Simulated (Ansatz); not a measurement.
## The Zr2NOS MXene bilayer (AA) between two gates

How do the bands of the Zr2NOS MXene bilayer (AA) follow a displacement field between two gates?

Calculated with Ansatz 0.2.0; plane-wave DFT, LDA, Ansatz PAW.

## Step 1: The starting structure

The cell holds 10 atoms: 2 S, 4 Zr, 2 N and 2 O. Its edges and angles: a = 3.217 Å, b = 3.217 Å, c = 59.423 Å, α = 90.0°, β = 90.0°, γ = 120.0°. Regions: layer 1: Zr2NOS MXene, 5 atoms (1 S, 2 Zr, 1 N and 1 O); layer 2: Zr2NOS MXene, 5 atoms (1 S, 2 Zr, 1 N and 1 O). Vacuum lies along c.

## Step 2: Relaxation

The starting cell is a guess, so the in-plane lattice and the atoms are relaxed first, with the slab cut off from its images along the normal.

Contents of input.yaml:

```yaml
crystal:
  lattice:
    - [3.2175, 0.0, 0.0]
    - [-1.60875, 2.7864367367, 0.0]
    - [0.0, 0.0, 59.4230520913]
  atoms:
    - { symbol: S, position: [0.3333333333, 0.6666666667, 0.3803237835] }
    - { symbol: Zr, position: [0.6666666667, 0.3333333333, 0.4115353232], spin: 1.0 }
    - { symbol: "N", position: [0.0, 0.0, 0.4328997556] }
    - { symbol: Zr, position: [0.3333333333, 0.6666666667, 0.454264188], spin: 1.0 }
    - { symbol: O, position: [0.6666666667, 0.3333333333, 0.4751779831] }
    - { symbol: S, position: [0.3333333333, 0.6666666667, 0.5248220169] }
    - { symbol: Zr, position: [0.6666666667, 0.3333333333, 0.5560335565], spin: 1.0 }
    - { symbol: "N", position: [0.0, 0.0, 0.5773979889] }
    - { symbol: Zr, position: [0.3333333333, 0.6666666667, 0.5987624212], spin: 1.0 }
    - { symbol: O, position: [0.6666666667, 0.3333333333, 0.6196762165] }
  periodic: [true, true, false]
magnetization:
  spin_polarized: true
kpoints:
  mp_grid: { grid: [12, 12, 1] }
hamiltonian:
  xc: lda
scf:
  occupations: { method: fermi_dirac, width: 0.05 }
  convergence: { dr2_threshold: 1.0e-09 }
relax:
  f_tol: 0.004
  max_steps: 90
  cell: {}
output:
  write_potential: true
  write_density: true
  volumetric_format: npy
```

On the command line:

```sh
$ ansatz run input.yaml --threads 4 --pin off --max-ram 12288MiB --backend cpu --events-out ev --progress --plain --runs-dir out
```

Numbers of over 12 decimals in the logs are rounded to 6 here.

Output:

```text
Warning: relax.cell: scf.convergence.dr2_threshold = 1e-9 eV is looser than the 1.70428520411e-10 eV advised for a relaxation that steers and ends on the stress (1e-10 eV for each atom of the cell: 10, times the square of relax.cell.stress_2d_tol = 0.05 N/m over 24.2 Å (the atoms' height at the walk's start and 5 Å past either face), 2.064e-2 GPa, over a crystal's default 0.05). What an SCF threshold leaves in a stress goes as its square root, and in the free energy as the threshold itself, and one threshold admits the most on a small cell: [figures from the program's tests cut] Set scf.convergence.dr2_threshold to 1.70428520411e-10 eV or tighter. [rest of the remark cut]
Engine: ansatz 0.2.0, aarch64-unknown-linux-gnu
Pseudopotentials: kind: paw
Pseudopotential: S, paw, valence charge 6, recommended cutoff 420 eV (normal), S.paw.azcp
Pseudopotential: Zr, paw, valence charge 12, recommended cutoff 420 eV (normal), Zr.paw.azcp
Pseudopotential: N, paw, valence charge 5, recommended cutoff 420 eV (normal), N.paw.azcp
Pseudopotential: O, paw, valence charge 6, recommended cutoff 420 eV (normal), O.paw.azcp
Functional definition: SPW92
  exchange = slater_x
  correlation = pw_c
Crystal: 10 atoms, lattice volume = 532.749 Å³
Basis set: ecut = 420 eV, 10555 PW (Γ)
Bands: 53, of which v1, the nominal top of the filled ones, is band 41 counted from 1 (40 counted from 0)
Symmetry: 6 space group operations
Space group: P3m1 (ITA 156), of the structure as read, at distance tolerance 8.1e-5 Å
Magnetic group: BNS 156.49 (UNI 1279), of the structure as read, at distance tolerance 8.1e-5 Å
k-points: 19 of 144 (time reversal used)
Non-local potential: S, projectors of the file, l = 0: 2, l = 1: 2, l = 2: 2
Non-local potential: Zr, projectors of the file, l = 0: 3, l = 1: 2, l = 2: 2, l = 3: 2
Non-local potential: N, projectors of the file, l = 0: 2, l = 1: 2, l = 2: 1
Non-local potential: O, projectors of the file, l = 0: 2, l = 1: 2, l = 2: 1
PAW form: soft (Blöchl's): semilocal exchange-correlation on the pseudo side does not see the compensation charge
PAW frozen core: S, regenerated for the run's functional, and the local potential with it (the file was generated under x = pbe(κ = 0.804, μ = 0.219515), c = pbe(β = 0.066725))
PAW frozen core: Zr, regenerated for the run's functional, and the local potential with it (the file was generated under x = pbe(κ = 0.804, μ = 0.219515), c = pbe(β = 0.066725))
PAW frozen core: N, regenerated for the run's functional, and the local potential with it (the file was generated under x = pbe(κ = 0.804, μ = 0.219515), c = pbe(β = 0.066725))
PAW frozen core: O, regenerated for the run's functional, and the local potential with it (the file was generated under x = pbe(κ = 0.804, μ = 0.219515), c = pbe(β = 0.066725))
PAW one-centre angular grid: S, 110 points (default); XC on 64 Gauss nodes
PAW one-centre angular grid: Zr, 590 points (default); XC on 64 Gauss nodes
PAW one-centre angular grid: N, 110 points (default); XC on 64 Gauss nodes
PAW one-centre angular grid: O, 110 points (default); XC on 64 Gauss nodes
Initial density: superposition of atomic densities (neutral atoms: chi_scale 0, normalization atom)
Starting moments: Σ|m| = 4 μB on 4 of 10 sites
Initial wavefunctions: pseudopotential atomic-orbital guess
Functional: x = slater, c = lda
SCF iter   1: F=—  HF=-19928.415765 eV  |F-HF|=—  |Δ(HF+E_count)|=         —  Δρ=3.40e-2 (↑3.40e-2 ↓3.19e-2)  dr2=3.70e1  dr2_m=3.47e-1  M=1.193 μB ∫|m|=1.363 μB  β_m=0.30  ethr=3.10e-3  ⟨swp⟩=12.9  Hψ=13857  notcnv=0  defer=29
Mixer restart at iter 1: flushing history
preconditioner: auto → LDOS  [metal: Δε(μ)=0.026 eV  Ē_g=10.210 eV  σ=0.050 eV  W_gap=0.13  n_scr=36 (ndim 8)  ℏωp=11.4 eV  f_vac=0.702  D(μ)=4.73/eV (n_scr^D=22)]
spin=Collinear: LDOS preconditioning applied to the charge; magnetization (m = ρ↑ − ρ↓) channel mixes plain (no charge-response kernel on spin).
SCF iter   2: F=—  HF=-19923.113272 eV  |F-HF|=—  |Δ(HF+E_count)|=    5.30e0  Δρ=1.75e-2 (↑1.75e-2 ↓1.52e-2)  dr2=1.04e1  dr2_m=1.98e-1  M=0.939 μB ∫|m|=1.123 μB  β_m=0.44  ethr=3.10e-3  ⟨swp⟩=3.9  Hψ=4099  notcnv=0  defer=158
SCF iter   3: F=—  HF=-19921.558034 eV  |F-HF|=—  |Δ(HF+E_count)|=    1.56e0  Δρ=5.49e-3 (↑5.49e-3 ↓4.81e-3)  dr2=2.53e-1  dr2_m=4.16e-2  M=0.557 μB ∫|m|=0.672 μB  β_m=0.58  ethr=3.10e-3  ⟨swp⟩=4.0  Hψ=4711  notcnv=0  defer=150
SCF iter   4: F=—  HF=-19921.704572 eV  |F-HF|=—  |Δ(HF+E_count)|=         —  Δρ=2.30e-3 (↑2.30e-3 ↓1.89e-3)  dr2=2.38e-2  dr2_m=1.46e-2  M=0.110 μB ∫|m|=0.167 μB  β_m=0.58  ethr=3.08e-4  ⟨swp⟩=3.4  Hψ=4733  notcnv=0  defer=160
SCF iter   5: F=—  HF=-19921.702826 eV  |F-HF|=—  |Δ(HF+E_count)|=   1.75e-3  Δρ=9.71e-4 (↑9.71e-4 ↓8.99e-4)  dr2=3.91e-3  dr2_m=3.33e-3  M=0.056 μB ∫|m|=0.093 μB  β_m=0.77  ethr=2.91e-5  ⟨swp⟩=3.8  Hψ=5011  notcnv=0  defer=160
SCF iter   6: F=—  HF=-19921.704526 eV  |F-HF|=—  |Δ(HF+E_count)|=   1.70e-3  Δρ=2.89e-4 (↑2.89e-4 ↓2.30e-4)  dr2=1.21e-3  dr2_m=2.02e-4  M=0.013 μB ∫|m|=0.027 μB  β_m=0.71  ethr=4.77e-6  ⟨swp⟩=3.3  Hψ=4067  notcnv=0  defer=160
SCF iter   7: F=—  HF=-19921.704489 eV  |F-HF|=—  |Δ(HF+E_count)|=   3.77e-5  Δρ=8.55e-5 (↑8.55e-5 ↓7.23e-5)  dr2=4.87e-5  dr2_m=2.46e-5  M=0.003 μB ∫|m|=0.009 μB  β_m=0.74  ethr=1.47e-6  ⟨swp⟩=2.7  Hψ=3735  notcnv=0  defer=160
SCF iter   8: F=—  HF=-19921.704523 eV  |F-HF|=—  |Δ(HF+E_count)|=   3.46e-5  Δρ=2.78e-5 (↑2.78e-5 ↓2.33e-5)  dr2=5.79e-6  dr2_m=2.66e-6  M=0.001 μB ∫|m|=0.003 μB  β_m=0.83  ethr=5.94e-8  ⟨swp⟩=3.6  Hψ=4553  notcnv=0  defer=160
SCF iter   9: F=—  HF=-19921.704527 eV  |F-HF|=—  |Δ(HF+E_count)|=   4.05e-6  Δρ=7.90e-6 (↑4.30e-6 ↓7.90e-6)  dr2=5.37e-7  dr2_m=8.71e-8  M=-0.000 μB ∫|m|=0.000 μB  β_m=0.82  ethr=7.06e-9  ⟨swp⟩=3.4  Hψ=4457  notcnv=0  defer=160
SCF iter  10: F=—  HF=-19921.704527 eV  |F-HF|=—  |Δ(HF+E_count)|=   3.69e-8  Δρ=1.92e-6 (↑1.92e-6 ↓1.83e-6)  dr2=8.53e-8  dr2_m=4.84e-9  M=-0.000 μB ∫|m|=0.000 μB  β_m=0.81  ethr=6.55e-10  ⟨swp⟩=3.2  Hψ=4345  notcnv=0  defer=160
SCF iter  11: F=—  HF=-19921.704528 eV  |F-HF|=—  |Δ(HF+E_count)|=   1.02e-7  Δρ=7.89e-7 (↑7.89e-7 ↓7.15e-7)  dr2=8.77e-9  dr2_m=4.78e-10  M=-0.000 μB ∫|m|=0.000 μB  β_m=0.72  ethr=1.04e-10  ⟨swp⟩=3.3  Hψ=4368  notcnv=0  defer=160
iter 12 did not close the SCF: its close was put off for the exchange–correlation potential of the local minority spin (scf_convergence_deferred on its scf_iter line)
[...]
relax step  14: F+E_penalty+E_count = -19923.75241027 eV  Δ(F+E_penalty+E_count) = +3.838e-4 eV  max|allowed force component| = 5.408e-3 eV/Å  Δτ_max = 0.0061 Å  P = +0.002 N/m  Ω = 560.923 Å³  energy of the carried Pulay correction = -6.204e-4 eV  fix = [c, alpha, beta]  reactions: c +0.000 N/m  (8 SCF iters, accepted)
relax step  15: F+E_penalty+E_count = -19923.75238639 eV  Δ(F+E_penalty+E_count) = +2.388e-5 eV  max|allowed force component| = 2.896e-3 eV/Å  Δτ_max = 0.0015 Å  P = -0.012 N/m  Ω = 560.968 Å³  energy of the carried Pulay correction = -6.497e-4 eV  fix = [c, alpha, beta]  reactions: c -0.000 N/m  (6 SCF iters, accepted)
iter 1 solved again at ethr=1.16e-7 eV; its pass at ethr=3.10e-3 eV (dr2=9.49e-5 eV) is discarded
SCF iter   1: F=—  HF=-19923.753199 eV  |F-HF|=—  |Δ(HF+E_count)|=         —  Δρ=6.52e-6 (↑6.51e-6 ↓6.52e-6)  dr2=4.96e-8  dr2_m=2.80e-11  M=0.000 μB ∫|m|=0.000 μB  β_m=0.65  ethr=1.16e-7  ⟨swp⟩=7.2  Hψ=24454  notcnv=0
spin=Collinear: LDOS preconditioning applied to the charge; magnetization (m = ρ↑ − ρ↓) channel mixes plain (no charge-response kernel on spin).
SCF iter   2: F=—  HF=-19923.752942 eV  |F-HF|=—  |Δ(HF+E_count)|=   2.57e-4  Δρ=2.32e-6 (↑2.32e-6 ↓2.31e-6)  dr2=1.63e-8  dr2_m=5.58e-12  M=0.000 μB ∫|m|=0.000 μB  β_m=0.51  ethr=6.05e-11  ⟨swp⟩=5.2  Hψ=7350  notcnv=0
SCF iter   3: F=—  HF=-19923.752970 eV  |F-HF|=—  |Δ(HF+E_count)|=   2.86e-5  Δρ=1.21e-6 (↑1.21e-6 ↓1.21e-6)  dr2=2.26e-9  dr2_m=2.05e-12  M=0.000 μB ∫|m|=0.000 μB  β_m=0.58  ethr=1.99e-11  ⟨swp⟩=3.1  Hψ=3635  notcnv=0
SCF iter   4: F=-19923.752995 eV  HF=-19923.752987 eV  |F-HF|=7.52e-6  |Δ(HF+E_count)|=   1.70e-5  Δρ=5.19e-7 (↑5.19e-7 ↓5.19e-7)  dr2=4.37e-10  dr2_m=4.93e-13  M=-0.000 μB ∫|m|=0.000 μB  ethr=1.22e-12  ⟨swp⟩=16.8  Hψ=18284  notcnv=0
the starting moments were not kept: the SCF closed with an absolute magnetisation of 6.5e-7 μB, where they sum to 4 μB in size (4 sites). That is at most 0.1 of that sum. Measured as dr2_m measures the in/out step, that magnetisation stands 3.9e-14 eV from none, at or under the dr2_threshold of 1.0e-9 eV: it is no larger than a step whose dr2_m would equal this threshold.
SCF 16 converged in 4 iterations: F = -19923.752995 eV  dr2 = 4.37e-10
relax step  16: F+E_penalty+E_count = -19923.75299496 eV  Δ(F+E_penalty+E_count) = -6.086e-4 eV  max|allowed force component| = 2.892e-3 eV/Å  Δτ_max = 0.0000 Å  P = -0.007 N/m  Ω = 560.968 Å³  fix = [c, alpha, beta]  reactions: c -0.000 N/m  stress off target by 6.82e-3 N/m on what of the cell is left free  SCF on the basis re-selected at this cell (its energy is not comparable with the rows above)  (4 SCF iters)
basis re-selected at this cell: Δ(F+E_penalty+E_count) = -6.086e-4 eV, ΔP = +0.005 N/m vs the last step (what re-selecting the basis moved, of the pressure what is left beyond the Pulay correction that the steps carried, after the strain that the cell walked since its last selection, with what the two solves' SCF thresholds leave and, on support functions, any second-order correction that the steps lacked; it is no m [...]
WARN: The output density's exchange-correlation potential varies sharply where the density is thin. Do not read a vacuum level from v_tot or v_xc, or from such a field of the output density. On a cell that repeats whose density bears no net charge and no dipole along the vacuum's axis use v_es (v_loc + v_h of the components); under efield.dipole_correction with no amplitude use v_es + v_field, which holds any externa [...]
SCF converged after 4 iterations
Magnetization: -0.0000 μB (41.0000 up, 41.0000 down)
Absolute magnetization: 0.0000 μB (∫|ρ↑−ρ↓|, with the PAW one-centre terms)
Spin contamination: 0.0000 ħ² per cell (⟨S²⟩ above its minimum at these occupations)
Per-site moments (μB) at R_I (Å): [(3.8700989955181985e-8, 1.022443), (-3.4490754707994165e-8, 0.959100), (7.607143044986106e-8, 0.958427), (-7.547764111073753e-9, 0.847585), (-3.412635045193537e-8, 0.847585), (-2.3551918353388364e-8, 1.028735), (6.821590927555779e-9, 0.958216), (9.523218477985037e-9, 0.945077), (-1.9743632530387894e-8, 0.871387), (8.432252818554303e-8, 0.871387)]
Free energy (F): -19923.752995 eV
Harris-Foulkes:  -19923.752987 eV  (|F-HF|=7.52e-6)
Internal energy: -19923.730422 eV  (E = F + TS)
E sigma→0 (E₀):  -19923.741708 eV
Entropy (-TS):   -0.022573 eV (-2.257 meV/atom)
Fermi energy:    -5.380174 eV
--- Per-component energies (eV) ---
  E_band       = -1836.368454
  E_kinetic    = 2175.041018
  E_local      = -659499.546228  (includes V_loc(G=0)·N_el)
  E_nonlocal   = 578.951837
  E_hartree    = 328326.442145
  E_xc         = -1108.283558
  E_vxc        = -1289.231171  (∫ρ·V_xc dr)
  E_paw        = -13061.528300  (= ΣΔE_a)
  E_vpaw       = -454.473500  (= ΣTr[D̂ρ^β])
  E_aug_tail   = 0.005261  (compensation charges beyond the density's cutoff)
  E_ewald      = 322663.045472
  E_core_change = 2.141930  (= ΣΔE_core)
  E_smearing   = -0.022573  (= −TS)
  E_closure    = -0.000000  (closes the sum)
  Σ components = -19923.752995   (vs F -19923.752995, Δ=0.00e0)
--- Forces (eV/Å), atoms counted from 1 ---
  atom   1  S      0.00000000    -0.00000000    -0.00026697
  atom   2  Zr     0.00000000     0.00000000     0.00017103
  atom   3  N      0.00000000     0.00000000    -0.00010088
  atom   4  Zr    -0.00000000     0.00000000     0.00080847
  atom   5  O      0.00000000     0.00000000    -0.00121778
  atom   6  S      0.00000000    -0.00000000    -0.00024174
  atom   7  Zr    -0.00000000     0.00000000     0.00159709
  atom   8  N      0.00000000     0.00000000    -0.00313465
  atom   9  Zr    -0.00000000     0.00000000     0.00196506
  atom  10  O     -0.00000000     0.00000000    -0.00200225
  max |Σ_I F_I| component: 2.42e-3 eV/Å
--- 2D stress c σ (N/m, compression-positive) ---
       -0.006824      -0.000000       0.000000
        0.000000      -0.006824      -0.000000
        0.000000      -0.000000      -0.000000
  P = ½ c Tr σ = -0.0068 N/m
--- Band table (eV; the first three rows and the last of 38) ---
  k-point 0 ↑: bands = [... 37 lower, -6.4476, -6.3002, -6.3002, -4.9097, -4.9097, -4.8758, -4.8136, -4.8136, ... 8 higher]
  k-point 1 ↑: bands = [... 37 lower, -6.6434, -6.6303, -6.4893, -5.0995, -4.9483, -4.6489, -4.5034, -4.4962, ... 8 higher]
  k-point 2 ↑: bands = [... 37 lower, -7.0816, -6.8901, -6.7662, -5.5259, -5.2386, -4.1720, -4.0897, -4.0099, ... 8 higher]
  k-point 18 ↓: bands = [... 37 lower, -8.4962, -8.2077, -8.1193, -4.5225, -4.4019, -4.0805, -3.8198, -3.2985, ... 8 higher]
  the weakly bound empty levels are not read free of the cell's end (no_gap_told)
--- Relaxed structure (14 steps of the walk, 13 accepted, 2 SCFs on fresh bases) ---
  F+E_penalty+E_count = -19923.75299496 eV   max|allowed force component| = 2.892e-3 eV/Å   (the final SCF, on the basis selected at the relaxed cell)
  cell:  # Å, volume = 560.9679 Å³
    - [3.301613, 0, 0]
    - [-1.650807, 2.859281, 0]
    - [0, 0, 59.4230520913]
  atoms:
    - { symbol: S, position: [0.333333, 0.666667, 0.395194] }
    - { symbol: Zr, position: [0.666667, 0.333333, 0.421856] }
    - { symbol: N, position: [3.106100160808842e-17, 0, 0.444261] }
    - { symbol: Zr, position: [0.333333, 0.666667, 0.466618] }
    - { symbol: O, position: [0.666667, 0.333333, 0.479527] }
    - { symbol: S, position: [0.333333, 0.666667, 0.518013] }
    - { symbol: Zr, position: [0.666667, 0.333333, 0.545075] }
    - { symbol: N, position: [-2.7289530074084905e-17, 0, 0.567416] }
    - { symbol: Zr, position: [0.333333, 0.666667, 0.588806] }
    - { symbol: O, position: [0.666667, 0.333333, 0.604127] }
```

Run time: 8.5 min. Hardware: 4 threads of Arm Neoverse V2, shared host; peak memory 1.4 GiB.

Relaxation path:

```tsv
step	energy less that of the first step (eV)	largest force component (eV/Å)	volume (Å³)
1	0.0000	4.3351	532.75
2	-1.6970	1.4362	537.23
3	-1.7214	0.8207	567.28
4	-1.9003	0.1653	554.50
5	-1.9525	0.1894	552.18
6	-2.0020	0.3285	553.98
7	-2.0135	0.3656	559.69
8	-1.9144	0.7938	569.32
9	-2.0223	0.1906	560.25
10	-2.0241	0.0422	560.07
11	-2.0243	0.0143	559.97
12	-2.0243	0.0006	559.96
13*	-2.0483	0.0038	559.96
14	-2.0479	0.0054	560.92
15	-2.0479	0.0029	560.97
16*	-2.0485	0.0029	560.97
```

Relaxation steps marked * repeat the geometry before them on a plane-wave basis chosen anew for their cell, so energy and pressure can jump there. Relaxation step 8 was tried and not accepted.

Forces are held to the 6 operations that the run works with; a distortion that breaks them can't arise in this run.

```tsv
cell as run	before	after	change
a (Å)	3.217	3.302	+2.6 %
b (Å)	3.217	3.302	+2.6 %
```

The atoms that moved most (Å, along periodic axes as changes of fractional coordinates times the final cell, across vacuum about the mean position):

```tsv
atom	dx	dy	dz	length
O10	0.000	0.000	-0.924	0.924
S1	0.000	0.000	0.884	0.884
Zr4	0.000	0.000	0.734	0.734
N3	0.000	0.000	0.675	0.675
Zr7	0.000	0.000	-0.651	0.651
Zr2	0.000	0.000	0.613	0.613
N8	0.000	0.000	-0.593	0.593
Zr9	0.000	0.000	-0.592	0.592
```

Numbers from this step:

| Property | Result |
| --- | --- |
| energy at zero smearing | -19923.7417 eV |

The lattice constant a goes from 3.217 to 3.302 Å.

(Part 1 of 3 ends here.)

[Logs are printed without paths, hosts, clocks, repeated set-up lines and the standing remarks that a program may print on its own settings, such as how far it seeks lower states.]

[Hosts, paths, dates, database ids (printed as entryN), source tags and the programs' standing remarks are cut or masked in the printed files.]

[Maps of the electrostatic potential energy from Ansatz leave out the sawtooth potential of an applied field or a dipole correction, so their vacuum need not be flat; planar profiles and work functions include it.]
